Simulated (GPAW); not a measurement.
Consider ScF3 (R-3c).

```xyz
8
Lattice="2.6222 1.5139 4.7031 -2.6222 1.5139 4.7031 0.0000 -3.0279 4.7031" Properties=species:S:1:pos:R:3 pbc="T T T"
Sc    0.0000    0.0000    0.0000
Sc    0.0000    0.0000    7.0546
F    -1.5794   -0.2923    8.2304
F     0.5365    1.5139    8.2304
F     1.0429   -1.2216    8.2304
F     1.5794    0.2923    5.8788
F    -0.5365   -1.5139    5.8788
F    -1.0429    1.2216    5.8788
```

Absorber: atom 1, with 6 F at 1.99 Å (octahedral, site symmetry -3). Method: GPAW, LDA, full core hole (charged cell), 8-atom cell with 5.2 Å between holes, 5×5×5 k points, dipole transitions, Gaussian full width 0.9 eV up to 4 eV, rising linearly to 3.5 eV at 25 eV.

**Question.** Where do the maxima of the Sc K edge fall?

Main maxima up to 30 eV above the zero (height): 6.4 eV (0.34), 16.1 eV (2.91) and 20.4 eV (2.11). A K edge sees empty p states. The first eV above the zero hold little dipole weight, as the lowest empty bands are of d character; the main edge, of 4p character, rises through 0.6 near 10 eV above the zero. The total-energy difference plus the lowest empty eigenvalue puts the zero at 4494.58 eV. One term is added: -21.68 eV, since the hole is spin-paired here and a spin-polarised one costs that much less in the free atom (computed apart). The photon energy is then 4472.90 eV. The tabulated edge of the element is 4492 eV. The functional and the charged cell's background leave an error in such absolute values: in the free atom LDA prices this hole 12.5 eV below PBE (computed apart), and PBE is itself good to a few eV.

The Sc K spectrum (energy from the lowest empty level; intensity scaled to a mean of 1 over the first 20 eV; polarised curves are means over the symmetry-equivalent atoms):

```tsv
E (eV)	isotropic	ε ⊥ c	ε ∥ c
-2.0	0.00	0.00	0.00
-1.5	0.00	0.00	0.00
-1.0	0.00	0.00	0.00
-0.5	0.00	0.00	0.00
0.0	0.00	0.00	0.00
0.5	0.00	0.00	0.00
1.0	0.00	0.00	0.00
1.5	0.01	0.00	0.01
2.0	0.01	0.01	0.01
2.5	0.00	0.00	0.00
3.0	0.00	0.00	0.00
3.5	0.03	0.03	0.04
4.0	0.07	0.07	0.09
4.5	0.04	0.03	0.04
5.0	0.02	0.02	0.02
5.5	0.11	0.13	0.07
6.0	0.28	0.32	0.20
6.5	0.33	0.36	0.27
7.0	0.23	0.24	0.22
7.5	0.21	0.21	0.22
8.0	0.27	0.27	0.26
8.5	0.33	0.33	0.32
9.0	0.42	0.43	0.40
9.5	0.56	0.58	0.52
10.0	0.74	0.78	0.66
10.5	0.92	0.98	0.79
11.0	1.04	1.14	0.85
11.5	1.10	1.23	0.86
12.0	1.14	1.28	0.87
12.5	1.19	1.32	0.91
13.0	1.25	1.38	1.00
13.5	1.38	1.47	1.18
14.0	1.61	1.66	1.53
14.5	1.98	1.94	2.07
15.0	2.41	2.27	2.69
15.5	2.75	2.54	3.19
16.0	2.91	2.66	3.40
16.5	2.83	2.62	3.26
17.0	2.59	2.44	2.89
17.5	2.29	2.20	2.46
18.0	2.04	2.01	2.11
18.5	1.92	1.93	1.90
19.0	1.93	1.98	1.83
19.5	2.01	2.11	1.82
20.0	2.09	2.22	1.82
20.5	2.11	2.26	1.80
21.0	2.07	2.22	1.75
21.5	1.98	2.12	1.70
22.0	1.88	1.98	1.68
22.5	1.80	1.85	1.69
23.0	1.74	1.74	1.72
23.5	1.69	1.66	1.76
24.0	1.66	1.60	1.77
24.5	1.62	1.55	1.75
25.0	1.57	1.50	1.71
25.5	1.52	1.45	1.66
26.0	1.47	1.40	1.61
26.5	1.42	1.34	1.58
27.0	1.38	1.29	1.57
27.5	1.37	1.26	1.58
28.0	1.38	1.26	1.62
28.5	1.44	1.31	1.70
29.0	1.57	1.43	1.85
29.5	1.77	1.62	2.06
30.0	2.02	1.86	2.34
30.5	2.32	2.16	2.64
31.0	2.61	2.46	2.92
31.5	2.85	2.73	3.09
32.0	2.99	2.93	3.12
```

Quadrupole 1s→3d transitions, which feed the pre-edge, are not in the dipole spectrum. The holes are only 5.2 Å apart, so the shape is probably not converged with cell size; no larger cell was run here. The mesh is coarse (0.29 Å⁻¹ between points), so small maxima may be mesh ripples. Lifetime broadening is put in by hand, and intensities beyond about 20 eV depend on it and on the partial waves. The structure is a published determination, not relaxed.

[Banner, clock and machine lines of the logs are left out without a mark of their own.]

[Logs are printed without paths, hosts, clocks, repeated set-up lines and the standing remarks that a program may print on its own settings, such as how far it seeks lower states.]

[Hosts, paths, dates, database ids (printed as entryN), source tags and the programs' standing remarks are cut or masked in the printed files.]

[Lists of maxima count a maximum above −3 eV only where it reaches 4 % of the highest in the window and stands out from its surroundings by 2 % of it (1.5 % where it reaches 55 %); shoulders and weaker maxima are passed over, and of the rest the first, up to two pre-edge ones and the few strongest are named.]
